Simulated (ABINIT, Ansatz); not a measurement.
# ZrSe3 (P2_1/m): bands and cutoff in G0W0 with ABINIT

Aim: raise bands and screening cutoff together for ZrSe3 (P2_1/m) and follow gap and time.

Calculated with ABINIT 10.8.3; LDA and many-body steps on it, plane waves.

## (1) The structure

It takes space group P2_1/m (No. 11, monoclinic). The conventional cell has a = 5.411 Å, b = 3.749 Å, c = 9.444 Å, α = 90.00°, β = 97.48°, γ = 90.00°. Nearest to Zr lie 8 Se at 2.72 to 2.87 Å. Nearest to Se lie 4 Zr at 2.72 to 2.87 Å. Se has 1 Se at 2.34 Å and 2 Zr at 2.73 Å nearest. Se has 1 Se at 2.34 Å and 2 Zr at 2.74 Å nearest. Farther neighbours and most contacts between anions are not listed.

The cell and positions come from the Crystallography Open Database and are kept as given unless a step says otherwise.

## (2) Empty states on the mesh, 2×4×1 mesh, 430 bands

This step: ABINIT 10.8.3; DFT, LDA, plane waves, norm-conserving pseudopotentials.

The sums over transitions need many empty states on a uniform mesh; this step solves for them.

run.abi reads:

```
acell 3*1.0 Angstrom
rprim 
  5.410900000000 -0.000000000000 -0.000000000000
  -0.000000000000 3.748800000000 0.000000000000
  -1.229420909100 0.000000000000 9.363634990100
ntypat 2
znucl 40 34
natom 8
typat 1 1 2 2 2 2 2 2
xred 
  0.285000000000 0.250000000000 0.656000000000
  0.715000000000 0.750000000000 0.344000000000
  0.762000000000 0.250000000000 0.554000000000
  0.238000000000 0.750000000000 0.446000000000
  0.456000000000 0.250000000000 0.174000000000
  0.544000000000 0.750000000000 0.826000000000
  0.888000000000 0.250000000000 0.169000000000
  0.112000000000 0.750000000000 0.831000000000
pp_dirpath "pseudos"
pseudos "Zr.upf, Se.upf"
ecut 48
ngkpt 2 4 1
nshiftk 1
shiftk 0 0 0
kptopt 1
chksymbreak 0
iscf -2
irdden 1
istwfk *1
nband 430
nbdbuf 38
tolwfr 1e-09
nstep 60
prtvol 0
indata_prefix "in"
outdata_prefix "out"
tmpdata_prefix "tmp"
```

Run with:

```bash
$ OMP_NUM_THREADS=2 mpirun -n 6 abinit run.abi > log
```

Numbers of over 12 decimals in the logs are rounded to 6 here.

Log:

```text
.Version 10.8.3 of ABINIT. v10.8.2 released Aug 2026.

 Symmetries : space group P2_1/m (# 11); Bravais mP (primitive monocl.)
[... echo of the input left out ...]
== DATASET  1 ==================================================================
-   mpi_nproc: 6, omp_nthreads: 2 (-1 if OMP is not activated)

--- !DatasetInfo
iteration_state: {dtset: 1, }
dimensions: {natom: 8, nkpt: 6, mband: 430, nsppol: 1, nspinor: 1, nspden: 1, mpw: 20400, }
cutoff_energies: {ecut:  48.0, pawecutdg:  -1.0, }
[...]
2.99491    2.99770    2.99933    3.00871    3.00896    3.01270    3.01762    3.03212
   3.03286    3.03852    3.05066    3.05267    3.05480    3.05864    3.06404    3.07966
   3.08505    3.08897    3.09293    3.10133    3.10798    3.11354
 prteigrs : prtvol=0 or 1, do not print more k-points.

== END DATASET(S) ==============================================================
================================================================================

 -outvars: echo values of variables after computation  --------
            nband         430
             nkpt           6
          spgroup          11
 [... the other variables as echoed above ...]

 Calculation completed.
```

Elapsed: 6 min, on 6 MPI ranks of Arm Neoverse V2, shared host; peak memory 1.7 GiB; 57 min of CPU time.

This step gave:

| Property | Result |
| --- | --- |
| gap | 0.2917 eV |
| k of the valence top | 0, 0, 0 |
| k of the conduction bottom | 0.5, 0, 0 |
| least direct gap | 0.5951 eV |
| k points computed | 6 |
| lowest point of the top converged band, above the valence top | 70.3493 eV |

On this mesh the gap is 0.292 eV.

The density comes from a self-consistent run that is not shown.

## (3) Screening, 2×4×1 mesh, 122 bands, screening to 62.6 eV

The RPA dielectric matrix is built and inverted for each q.

This step: RPA screening on LDA, plane waves, norm-conserving pseudopotentials.

Edit run.abi of step 2 so:

```diff
@@ -26,10 +26,11 @@
 chksymbreak 0
-iscf -2
-irdden 1
 istwfk *1
-nband 430
-nbdbuf 38
-tolwfr 1e-09
-nstep 60
-prtvol 0
+occopt 1
+irdwfk 1
+optdriver 3
+nband 122
+ecuteps 2.3
+inclvkb 2
+awtr 1
+symchi 1
 indata_prefix "in"
```

Run with:

```bash
$ OMP_NUM_THREADS=1 mpirun -n 16 abinit run.abi > log
```

Log:

```text
.Version 10.8.3 of ABINIT. v10.8.2 released Aug 2026.

 Symmetries : space group P2_1/m (# 11); Bravais mP (primitive monocl.)
[... echo of the input left out ...]
== DATASET  1 ==================================================================
-   mpi_nproc: 16, omp_nthreads: 1 (-1 if OMP is not activated)

--- !DatasetInfo
iteration_state: {dtset: 1, }
dimensions: {natom: 8, nkpt: 6, mband: 122, nsppol: 1, nspinor: 1, nspden: 1, mpw: 20400, }
cutoff_energies: {ecut:  48.0, pawecutdg:  -1.0, }
electrons: {nelect:   1.68000000E+02, charge:   0.00000000E+00, occopt:   1.00000000E+00, tsmear:   1.00000000E-02, }

 SCREENING: Calculation of the susceptibility and dielectric matrices

 Based on a program developped by R.W. Godby, V. Olevano, G. Onida, and L. Reining.
 Incorporated in ABINIT by V. Olevano, G.-M. Rignanese, and M. Torrent.
.Using double precision arithmetic ; gwpc =  8

[... cell and pseudopotentials left out ...]
--------------------------------------------------------------------------------

 ==== K-mesh for the wavefunctions ====
 Number of points in the irreducible wedge :     6
[... list of points left out ...]
 Together with  4 symmetry operations and time-reversal symmetry
 yields     8 points in the full Brillouin Zone.

 ==== Q-mesh for the screening function ====
 Number of points in the irreducible wedge :     6
[... list of points left out ...]
 Together with  4 symmetry operations and time-reversal symmetry
 yields     8 points in the full Brillouin Zone.

 setmesh: FFT mesh size selected  =    45x   30x   72
          total number of points  =        97200

 vcoul_init : cutoff-mode = AUXILIARY_FUNCTION
 q-points for optical limit:   1
     1)      0.000010    0.000020    0.000030

- screening: taking advantage of time-reversal symmetry
- Maximum band index for partially occupied states nbvw = 84
- Remaining bands to be divided among processors   nbcw = 38
- Number of bands treated by each node ~2

 Number of electrons calculated from density =  168.0000; Expected =  168.0000
 average of density, n =  0.131071
 r_s =    1.2212
 omega_plasma =   34.9228 [eV]

 calculating chi0 at frequencies [eV] :
  1    0.000000E+00    0.000000E+00
  2    0.000000E+00    3.492278E+01

--------------------------------------------------------------------------------
  q-point number  1        q = ( 0.000000, 0.000000, 0.000000) [r.l.u.]
--------------------------------------------------------------------------------
[... chi0 elements left out ...]
 For q-point:  0.000010 0.000020 0.000030
  dielectric constant =  17.0593
  dielectric constant without local fields =  19.6730

  Average fulfillment of the sum rule on Im[epsilon] for q-point    1 :     18.57  [%]
[... wings left out ...]
  q-point number  2        q = ( 0.500000, 0.000000, 0.000000) [r.l.u.]
--------------------------------------------------------------------------------
[... chi0 elements left out ...]
  Average fulfillment of the sum rule on Im[epsilon] for q-point    2 :     21.89  [%]

 [... 4 further q-points ...]
```

Wall time 50 s (16 MPI ranks); peak memory 17 GiB.

Numbers from this step:

| Item | Value |
| --- | --- |
| ε∞ with local fields, on this mesh, along the program's q direction | 17.06 |
| the same without local fields | 19.67 |
| plasma frequency | 34.92 eV |
| plane waves in the screening matrix | 217 |

Local fields lower ε∞ by 13 %. On a Γ-centred mesh this coarse the value itself is usually too large, while a short band sum pulls it down.

## (4) 122 bands, 62.6 eV

The self-energy is evaluated for the states that the input lists, and the levels follow from it, in one-shot runs by the linearised quasiparticle equation.

This step: G0W0 on LDA, plane waves, norm-conserving pseudopotentials.

Edit run.abi of step 3 so:

```diff
@@ -29,8 +29,17 @@
 irdwfk 1
-optdriver 3
+optdriver 4
 nband 122
+gwcalctyp 0
+ecutsigx 48
+symsigma 1
+nkptgw 2
+kptgw 
+  0.0000000000 0.0000000000 0.0000000000
+  0.5000000000 0.0000000000 0.0000000000
+bdgw 
+  83 86
+  83 86
 ecuteps 2.3
-inclvkb 2
-awtr 1
-symchi 1
+irdscr 1
+ppmodel 1
 indata_prefix "in"
```

Log:

```text
.Version 10.8.3 of ABINIT. v10.8.2 released Aug 2026.

 Symmetries : space group P2_1/m (# 11); Bravais mP (primitive monocl.)
[... echo of the input left out ...]
== DATASET  1 ==================================================================
-   mpi_nproc: 16, omp_nthreads: 1 (-1 if OMP is not activated)

--- !DatasetInfo
iteration_state: {dtset: 1, }
dimensions: {natom: 8, nkpt: 6, mband: 122, nsppol: 1, nspinor: 1, nspden: 1, mpw: 20400, }
cutoff_energies: {ecut:  48.0, pawecutdg:  -1.0, }
electrons: {nelect:   1.68000000E+02, charge:   0.00000000E+00, occopt:   1.00000000E+00, tsmear:   1.00000000E-02, }

 SIGMA: Calculation of the GW corrections

 Based on a program developped by R.W. Godby, V. Olevano, G. Onida, and L. Reining.
 Incorporated in ABINIT by V. Olevano, G.-M. Rignanese, and M. Torrent.
.Using double precision arithmetic ; gwpc =  8

[... cell and pseudopotentials left out ...]
--------------------------------------------------------------------------------

 ==== K-mesh for the wavefunctions ====
 Number of points in the irreducible wedge :     6
[... list of points left out ...]
 Together with  4 symmetry operations and time-reversal symmetry
 yields     8 points in the full Brillouin Zone.

 ==== Q-mesh for screening function ====
 Number of points in the irreducible wedge :     6
[... list of points left out ...]
 Together with  4 symmetry operations and time-reversal symmetry
 yields     8 points in the full Brillouin Zone.

 vcoul_init : cutoff-mode = AUXILIARY_FUNCTION
 q-points for optical limit:   1
     1)      0.000010    0.000020    0.000030
 setmesh: FFT mesh size selected  =    72x   48x  120
          total number of points  =       414720

 Number of electrons calculated from density =  168.0000; Expected =  168.0000
 average of density, n =  0.131071
 r_s =    1.2212
 omega_plasma =   34.9228 [eV]

 === KS Band Gaps ===
  >>>> For spin  1
   Minimum direct gap =   0.5953 [eV], located at k-point      :   0.5000  0.0000  0.0000
   Fundamental gap    =   0.2918 [eV], Top of valence bands at :   0.0000  0.0000  0.0000
                                       Bottom of conduction at :   0.5000  0.0000  0.0000
 SIGMA fundamental parameters:
 PLASMON POLE MODEL  1
 number of plane-waves for SigmaX                20343
 number of plane-waves for SigmaC and W            217
 number of plane-waves for wavefunctions         20343
 number of bands                                   122
 number of independent spin polarizations            1
 number of spinorial components                      1
 number of k-points in IBZ                           6
 number of q-points in IBZ                           6
 number of symmetry operations                       4
 number of k-points in BZ                            8
 number of q-points in BZ                            8
 number of frequencies for dSigma/dE                 9
 frequency step for dSigma/dE [eV]                0.25
 number of omega for Sigma on real axis              0
 max omega for Sigma on real axis  [eV]           0.00
 zcut for avoiding poles [eV]                     0.10

 EPSILON^-1 parameters (SCR file):
 dimension of the eps^-1 matrix on file            217
 dimension of the eps^-1 matrix used               217
 number of plane-waves for wavefunctions         20343
 number of bands                                   122
 number of q-points in IBZ                           6
 number of frequencies                               2
 number of real frequencies                          1
 number of imag frequencies                          1

 matrix elements of self-energy operator (all in [eV])

 Perturbative Calculation

--- !SelfEnergy_ee
iteration_state: {dtset: 1, }
kpoint     : [   0.000,    0.000,    0.000, ]
spin       : 1
KS_gap     :    0.626
QP_gap     :    1.012
Delta_QP_KS:    0.386
data: !SigmaeeData |
     Band     E0 <VxcDFT>   SigX SigC(E0)      Z dSigC/dE  Sig(E)    E-E0       E
       83   6.127 -15.080 -16.276   2.587   0.801  -0.249 -13.966   1.114   7.241
       84   6.253 -15.341 -16.921   2.994   0.802  -0.247 -14.207   1.133   7.386
       85   6.879 -13.260  -8.379  -2.983   0.801  -0.249 -11.741   1.519   8.398
       86   7.247 -13.681  -8.102  -3.541   0.795  -0.258 -12.060   1.621   8.868

--- !SelfEnergy_ee
iteration_state: {dtset: 1, }
kpoint     : [   0.500,    0.000,    0.000, ]
spin       : 1
KS_gap     :    0.595
QP_gap     :    1.180
Delta_QP_KS:    0.584
data: !SigmaeeData |
     Band     E0 <VxcDFT>   SigX SigC(E0)      Z dSigC/dE  Sig(E)    E-E0       E
       83   5.878 -15.025 -16.693   2.932   0.800  -0.251 -14.015   1.010   6.888
       84   5.949 -15.079 -16.666   2.879   0.800  -0.250 -14.046   1.033   6.983
       85   6.545 -14.133 -10.081  -2.023   0.798  -0.254 -12.515   1.618   8.162
       86   6.885 -14.406 -10.124  -2.133   0.797  -0.255 -12.693   1.713   8.598

== END DATASET(S) ==============================================================
================================================================================

 -outvars: echo values of variables after computation  --------
           etotal      0.0000000000E+00
            nband         122
             nkpt           6
          spgroup          11
 [... the other variables as echoed above ...]

 Calculation completed.
```

The job ended after 9 s (16 MPI ranks; peak memory 6 GiB; 2.4 min of CPU time).

Numbers from this step:

| Property | Result |
| --- | --- |
| G0W0 gap on the points computed | 0.7760 eV |
| starting gap on the mesh | 0.2917 eV |
| k of the valence top | 0, 0, 0 |
| k of the conduction bottom | 0.5, 0, 0 |
| Z at the valence top | 0.802 |
| Z at the conduction bottom | 0.798 |
| least direct G0W0 gap on the computed points | 1.012 eV |

The gap on the mesh goes from 0.29 eV to 0.78 eV, a correction of +0.48 eV.

## (5) Screening, 2×4×1 mesh, 209 bands, screening to 114.3 eV

This step: RPA screening on LDA, plane waves, norm-conserving pseudopotentials.

Edit run.abi of step 4 so:

```diff
@@ -29,17 +29,8 @@
 irdwfk 1
-optdriver 4
-nband 122
-gwcalctyp 0
-ecutsigx 48
-symsigma 1
-nkptgw 2
-kptgw 
-  0.0000000000 0.0000000000 0.0000000000
-  0.5000000000 0.0000000000 0.0000000000
-bdgw 
-  83 86
-  83 86
-ecuteps 2.3
-irdscr 1
-ppmodel 1
+optdriver 3
+nband 209
+ecuteps 4.2
+inclvkb 2
+awtr 1
+symchi 1
 indata_prefix "in"
```

Log:

```text
.Version 10.8.3 of ABINIT. v10.8.2 released Aug 2026.

 Symmetries : space group P2_1/m (# 11); Bravais mP (primitive monocl.)
[... echo of the input left out ...]
== DATASET  1 ==================================================================
-   mpi_nproc: 16, omp_nthreads: 1 (-1 if OMP is not activated)

--- !DatasetInfo
iteration_state: {dtset: 1, }
dimensions: {natom: 8, nkpt: 6, mband: 209, nsppol: 1, nspinor: 1, nspden: 1, mpw: 20400, }
cutoff_energies: {ecut:  48.0, pawecutdg:  -1.0, }
electrons: {nelect:   1.68000000E+02, charge:   0.00000000E+00, occopt:   1.00000000E+00, tsmear:   1.00000000E-02, }

 SCREENING: Calculation of the susceptibility and dielectric matrices

 Based on a program developped by R.W. Godby, V. Olevano, G. Onida, and L. Reining.
 Incorporated in ABINIT by V. Olevano, G.-M. Rignanese, and M. Torrent.
.Using double precision arithmetic ; gwpc =  8

[... cell and pseudopotentials left out ...]
--------------------------------------------------------------------------------

 ==== K-mesh for the wavefunctions ====
 Number of points in the irreducible wedge :     6
[... list of points left out ...]
 Together with  4 symmetry operations and time-reversal symmetry
 yields     8 points in the full Brillouin Zone.

 ==== Q-mesh for the screening function ====
 Number of points in the irreducible wedge :     6
[... list of points left out ...]
 Together with  4 symmetry operations and time-reversal symmetry
 yields     8 points in the full Brillouin Zone.

 setmesh: FFT mesh size selected  =    45x   30x   72
          total number of points  =        97200

 vcoul_init : cutoff-mode = AUXILIARY_FUNCTION
 q-points for optical limit:   1
     1)      0.000010    0.000020    0.000030

- screening: taking advantage of time-reversal symmetry
- Maximum band index for partially occupied states nbvw = 84
- Remaining bands to be divided among processors   nbcw = 125
- Number of bands treated by each node ~7

 Number of electrons calculated from density =  168.0000; Expected =  168.0000
 average of density, n =  0.131071
 r_s =    1.2212
 omega_plasma =   34.9228 [eV]

 calculating chi0 at frequencies [eV] :
  1    0.000000E+00    0.000000E+00
  2    0.000000E+00    3.492278E+01

--------------------------------------------------------------------------------
  q-point number  1        q = ( 0.000000, 0.000000, 0.000000) [r.l.u.]
--------------------------------------------------------------------------------
[... chi0 elements left out ...]
 For q-point:  0.000010 0.000020 0.000030
  dielectric constant =  17.0457
  dielectric constant without local fields =  19.7442

  Average fulfillment of the sum rule on Im[epsilon] for q-point    1 :     30.17  [%]
[... wings left out ...]
  q-point number  2        q = ( 0.500000, 0.000000, 0.000000) [r.l.u.]
--------------------------------------------------------------------------------
[... chi0 elements left out ...]
  Average fulfillment of the sum rule on Im[epsilon] for q-point    2 :     31.79  [%]

 [... 4 further q-points ...]
```

Run time: 2.3 min. Hardware: 16 MPI ranks; peak memory 20 GiB; 37 min of CPU time.

This step gave:

* ε∞ with local fields, on this mesh, along the program's q direction: 17.05
* the same without local fields: 19.74
* plasma frequency: 34.92 eV
* plane waves in the screening matrix: 521

(Part 1 of 2 ends here.)

[Paths, hosts, dates, memory and timing lines, banners, echoed tables and standing remarks are left out of the program output.]

[Logs are printed without paths, hosts, clocks, repeated set-up lines and the standing remarks that a program may print on its own settings, such as how far it seeks lower states.]

[Runs of the session that timed out or met a known fault of the program may be left out.]

[Hosts, paths, dates, database ids (printed as entryN), source tags and the programs' standing remarks are cut or masked in the printed files.]

[G0W0 gaps are taken among the corrected bands and points alone; a level outside them can change the order at an edge.]

[Where Ansatz stands beside ABINIT at settings called matched, ABINIT's density can come from a denser mesh and the files from another edition; pairs whose starting gaps differed by over 0.03 eV were left out, so agreement reads better than it is.]
